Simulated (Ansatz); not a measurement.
# W(100) slab, 5 layers: following an unstable mode

Which phase does W(100) slab, 5 layers fall into along its unstable mode, and how much energy does it gain?

Method: DFT PBEsol, scalar-relativistic, plane waves, PAW; PAW set soft_1, in Ansatz 0.2.0.

This is a report of a sequence of runs, with most program output left out.

### Step 1. The structure

The cell holds 5 atoms: 5 W. Cell: a = 3.080 Å, b = 3.080 Å, c = 36.460 Å, α = 90.0°, β = 90.0°, γ = 90.0°. Vacuum lies along c.

### Step 2. Response at finite wavevector

The cell comes from relaxations at this level that are not shown. Stability and thermal properties need the whole zone. Linear response on a 2×2×1 q mesh gives force constants as far as a supercell of that size would.

Input file input.yaml:

```yaml
crystal:
  lattice:
    - [3.0799851754, 0.0, 0.0]
    - [0.0, 3.0799851754, 0.0]
    - [0.0, 0.0, 36.4599902]
  atoms:
    - { symbol: W, position: [0.0, 0.0, 0.1799194055] }
    - { symbol: W, position: [0.5, 0.5, 0.2206138429] }
    - { symbol: W, position: [0.0, 0.0, 0.2650850959] }
    - { symbol: W, position: [0.5, 0.5, 0.3095563489] }
    - { symbol: W, position: [0.0, 0.0, 0.3502507863] }
  periodic: [true, true, false]
kpoints:
  mp_grid: { grid: [12, 12, 1] }
hamiltonian:
  xc: pbesol
  pseudopotentials: { kind: paw, azcp: { folder: soft_1 }, xc_functional: pbe }
scf:
  occupations: { method: methfessel_paxton, width: 0.2 }
output:
  eigenvalues: true
phonons:
  method: dfpt
  qmesh: [2, 2, 1]
  temperatures: { t_max: 1000, t_step: 50 }
  qpath:
    path: [[0.0, 0.0, 0.0], [0.0, 0.5, 0.0], [0.5, 0.5, 0.0], [0.0, 0.0, 0.0]]
    npoints: 10
```

Started as:

```bash
> ansatz run input.yaml --threads 8 --pin off --max-ram 16384MiB --backend cpu --events-out ev --progress --plain --runs-dir out
```

Wall time 8.6 min (8 threads of Arm Neoverse V1, shared host); peak memory 2.6 GiB.

Numbers from this step:

```
gap on the k-mesh                                       : 0 eV
sum-rule residual before enforcement                    : 1.95e-4 eV/Å²
lowest frequency on the path                            : -100.8 cm⁻¹
point group                                             : 4/mmm
highest frequency on the path or at a solved wavevector : 233.4 cm⁻¹
area per atom                                           : 1.897 Å²
highest optical mode at the zone centre (no LO-TO term) : 200.8 cm⁻¹
lowest optical zone-centre mode                         : 60.23 cm⁻¹
lowest mode on the q mesh (acoustic modes at Γ apart)   : -100.8 cm⁻¹
```

Frequencies (cm⁻¹) solved at each irreducible wavevector; negative means imaginary. Frequencies by wavevector, by row:

```csv
q in reciprocal lattice units,star,mode 1,mode 2,mode 3,mode 4,mode 13,mode 14,mode 15
0 0 0,1,0,0,0,60.2,172.1,180.1,200.8
0 -0.5 0,2,-59.7,-33,-27.8,-18.2,207.7,221.2,233.4
-0.5 -0.5 0,1,-100.8,-100.8,-99,-99,200.7,217.7,217.7
```

Interpolated from a 2×2×1 q mesh, rough between the solved points. Phonon branches along the path, in cm⁻¹:

```csv
point,branch 1,branch 2,branch 3,branch 4,branch 12,branch 13,branch 14,branch 15
Γ,0,0,0,60,172,172,180,201
halfway,19,27,30,40,167,175,205,207
X,-60,-33,-28,-18,151,208,221,233
halfway,-77,-75,-73,-69,173,206,218,219
M,-101,-101,-99,-99,201,201,218,218
halfway,-50,-45,-43,-33,178,194,200,201
Γ,0,0,0,60,172,172,180,201
```

Symmetry leaves 3 wavevectors to solve. The lowest mode among them, the acoustic zeros apart, lies at q = (-0.5, -0.5, 0) and is imaginary, 100.8i cm⁻¹, so the energy falls along it.

### Step 3. The mode frozen in, largest atomic shift 0 Å

The mode followed lies at q = (-0.5, -0.5, 0) with frequency 100.8i cm⁻¹ and is 2-fold degenerate, the softest among the wavevectors solved. At small amplitude the distorted cell has space group no. 13 by a symmetry search on the positions. The undistorted cell that holds it gives the zero of energy on the same k mesh.

System of this step: W(100) slab, 5 layers. The cell holds 10 atoms: 10 W. Its edges and angles: a = 4.356 Å, b = 4.356 Å, c = 36.460 Å, α = 90.0°, β = 90.0°, γ = 90.0°. It derives from W. Vacuum lies along c.

Input file input.yaml:

```yaml
crystal:
  lattice:
    - [-3.0799851754, -3.0799851754, 0.0]
    - [-3.0799851754, 3.0799851754, 0.0]
    - [0.0, 0.0, -36.4599902]
  atoms:
    - { symbol: W, position: [1.0, 0.0, 0.8200805945] }
    - { symbol: W, position: [0.5, 0.5, 0.8200805945] }
    - { symbol: W, position: [0.0, 0.5, 0.7793861571] }
    - { symbol: W, position: [0.5, 0.0, 0.7793861571] }
    - { symbol: W, position: [0.5, 0.5, 0.7349149041] }
    - { symbol: W, position: [0.0, 0.0, 0.7349149041] }
    - { symbol: W, position: [0.0, 0.5, 0.6904436511] }
    - { symbol: W, position: [0.5, 0.0, 0.6904436511] }
    - { symbol: W, position: [1.0, 0.0, 0.6497492137] }
    - { symbol: W, position: [0.5, 0.5, 0.6497492137] }
  periodic: [true, true, false]
kpoints:
  mp_grid: { grid: [8, 8, 1] }
hamiltonian:
  xc: pbesol
  pseudopotentials: { kind: paw, azcp: { folder: soft_1 }, xc_functional: pbe }
scf:
  occupations: { method: methfessel_paxton, width: 0.2 }
output:
  forces: true
  stress: true
  eigenvalues: true
```

Run time: 9.5 s. Hardware: 8 threads; peak memory 2.6 GiB.

Numbers from this step:

* energy from the undistorted cell: 0 meV/atom

### Step 4. The mode frozen in, largest atomic shift 0.22 Å

The atoms are moved along the unstable eigenvector, the largest shift by 0.22 Å, with the cell fixed.

input.yaml, the sections that differ from step 3:

```yaml
crystal:
  lattice:
    - [-3.0799851754, -3.0799851754, 0.0]
    - [-3.0799851754, 3.0799851754, 0.0]
    - [0.0, 0.0, -36.4599902]
  atoms:
    - { symbol: W, position: [0.9971160244, -0.0504254663, 0.8200805945] }
    - { symbol: W, position: [0.5028839756, 0.5504254663, 0.8200805945] }
    - { symbol: W, position: [0.0002566829, 0.4955119753, 0.7793861571] }
    - { symbol: W, position: [0.4997433171, 0.0044880247, 0.7793861571] }
    - { symbol: W, position: [0.5, 0.5, 0.7349149041] }
    - { symbol: W, position: [0.0, 0.0, 0.7349149041] }
    - { symbol: W, position: [-0.0002566829, 0.5044880247, 0.6904436511] }
    - { symbol: W, position: [0.5002566829, -0.0044880247, 0.6904436511] }
    - { symbol: W, position: [1.0028839756, 0.0504254663, 0.6497492137] }
    - { symbol: W, position: [0.4971160244, 0.4495745337, 0.6497492137] }
  periodic: [true, true, false]
# kpoints, hamiltonian, scf, output: as in step 3
```

Elapsed: 21 s, on 8 threads; peak memory 3.2 GiB.

This step gave:

```yaml
energy_from_the_undistorted_cell: -29.67 meV/atom
```

The energy, extrapolated to zero smearing, is -29.67 meV/atom against the undistorted cell.

### Step 5. Energy along the mode, all amplitudes (two of the runs are shown above)

An imaginary frequency means negative curvature, so the energy should fall and then rise again as anharmonic terms take over.

Numbers from this step:

```
depth at the lowest point sampled  : 29.67 meV/atom
largest atomic shift at that point : 0.22 Å
```

Energy from the parent against largest atomic shift:

```csv
largest atomic shift (Å),energy from the parent (meV/atom)
0.000,0
0.040,-2.33
0.080,-8.47
0.140,-21.3
0.220,-29.7
0.320,7.36
```

Displacement at unit largest shift by atom:

```csv
atom,x (Å),y (Å),z (Å),size
W1,0.75,-0.67,0.00,1.00
W2,-0.75,0.67,0.00,1.00
W3,0.06,-0.07,0.00,0.09
W4,-0.06,0.07,0.00,0.09
W5,0.00,0.00,0.00,0.00
W6,0.00,0.00,0.00,0.00
W7,-0.06,0.07,0.00,0.09
W8,0.06,-0.07,0.00,0.09
W9,-0.75,0.67,0.00,1.00
W10,0.75,-0.67,0.00,1.00
```

The lowest of the steps tried is at 0.22 Å, 29.7 meV/atom below the parent; the bottom of the well need not coincide with a step.

### Step 6. Relaxation from the frozen mode

Starting from the lowest point found, all atoms and the cell are let go, so that strain and other modes of the same symmetry can join in.

input.yaml, as its differences from that of step 4:

```diff
@@ -28 +28,6 @@
   eigenvalues: true
+relax:
+  adjacent_minimum: "off"
+  f_tol: 0.002
+  max_steps: 120
+  cell: { stress_2d_tol: 0.005 }
```

The job ended after 3 min (8 threads; peak memory 3.3 GiB; 23 min of CPU time).

The steps of the relaxation:

```csv
step,energy less that of the first step (eV),largest force component (eV/Å),volume (Å³)
1,0.0000,0.6676,691.74
2,0.0455,0.7127,706.16
3,-0.0779,0.0313,694.77
4,-0.0783,0.0172,695.82
5,-0.0788,0.0058,695.48
6,-0.0788,0.0011,695.47
7,-0.0788,0.0001,695.48
8*,-0.0792,0.0001,695.48
```

Relaxation steps marked * repeat the geometry before them on a plane-wave basis chosen anew for their cell, so energy and pressure can jump there. Relaxation step 2 was tried and not accepted.

The run keeps the 4 symmetry operations that it works with, so distortions that break them were not tested.

```csv
cell as run,before,after,change
a (Å),4.356,4.352,-0.1 %
b (Å),4.356,4.383,+0.6 %
```

The atoms that moved most (Å, along periodic axes as changes of fractional coordinates times the final cell, across vacuum about the mean position):

```csv
atom,dx,dy,dz,length
W2,-0.002,0.019,-0.027,0.034
W1,0.002,-0.019,-0.027,0.034
W10,0.002,-0.019,0.027,0.034
W9,-0.002,0.019,0.027,0.034
W7,-0.010,0.009,-0.017,0.021
W8,0.010,-0.009,-0.017,0.021
W4,-0.010,0.009,0.017,0.021
W3,0.010,-0.009,0.017,0.021
```

The relaxed structure:

```xyz
10
Lattice="-3.0772 -3.0772 0.0000 -3.0994 3.0994 0.0000 0.0000 0.0000 -36.4600" Properties=species:S:1:pos:R:3
W    -2.9104   -3.2440  -29.9274
W    -3.2551    0.1779  -29.9274
W    -1.5264    1.5264  -28.3997
W    -1.5619   -1.5153  -28.3997
W    -3.0883    0.0111  -26.7950
W     0.0000    0.0000  -26.7950
W    -1.5730    1.5731  -25.1903
W    -1.5153   -1.5620  -25.1903
W    -3.2440   -2.9104  -23.6626
W    -2.9215   -0.1557  -23.6626
```

Numbers from this step:

- area per atom: 1.908 Å²

The distorted start has space group P2/c; the relaxation ends in Pmna.

### Step 7. The phases reached

The phases reached along the modes that were followed are set side by side.

Energies are those of the first relaxation, on the mesh of the frozen mode; space group, volume and gap are those of the last relaxation. Phases, by row:

```csv
mode frozen in,space group,energy from parent (meV/atom),volume (Å³/atom),gap on mesh (eV),lowest zone-centre optical mode (cm⁻¹),largest shift (Å)
parent,P4/mmm,0,69.17,0,–,–
"q = (-0.5, -0.5, 0), 101i cm⁻¹",Pmna,-37.74,69.55,0,–,0.238
"q = (-0.5, -0.5, 0), 101i cm⁻¹",Cmme,-30.53,69.31,0,–,0.215
"q = (-0.5, -0.5, 0), 101i cm⁻¹",Pmna,-37.74,69.55,0,–,0.238
```

### Step 8. What came out

```yaml
unstable_mode_of_the_parent: q = (-0.5, -0.5, 0), 101i cm⁻¹
depth_at_the_lowest_point_sampled: 29.7 meV/atom
largest_atomic_shift_at_that_point: 0.22 Å
space_group_reached_within_0p01_a: Pmna
energy_gained_over_the_parent_first_relaxation_on_the_mesh_of_the_frozen_mode: 37.7 meV/atom
area_per_atom_phase_reached: 1.91 Å²
```

**Reading.** Along this mode the structure falls into Pmna, 37.7 meV/atom below the parent. At the parent's cell the well is 29.67 meV/atom deep on the steps tried, with its lowest point at a shift of 0.22 Å. Relaxing atoms and cell changes the gain by +8.07 meV/atom against the lowest step (energies at zero smearing). The modes of the phase reached were not computed on this path. Of the 3 patterns followed to their end from this parent, this one reaches the lowest energy. Each path keeps the symmetry of its pattern, so a lower phase may lie along a pattern not tried. The q mesh stands for a supercell only 6.2 Å across, so branches between the solved wavevectors are rough. With no gap, or one that is small against the smearing, the frequencies hang on the k mesh and the smearing, most of all near Kohn anomalies. In a sheet or slab the interpolated bending branch near Γ is rough, since the rotational sum rule isn't imposed. Spin-orbit coupling is left out, which can matter for the heavy elements here. The PAW files were made for PBE and serve the other functionals too. The starting cell was built on a prototype and not taken from a measurement.

[Logs are printed without paths, hosts, clocks, repeated set-up lines and the standing remarks that a program may print on its own settings, such as how far it seeks lower states.]

[Hosts, paths, dates, database ids (printed as entryN), source tags and the programs' standing remarks are cut or masked in the printed files.]
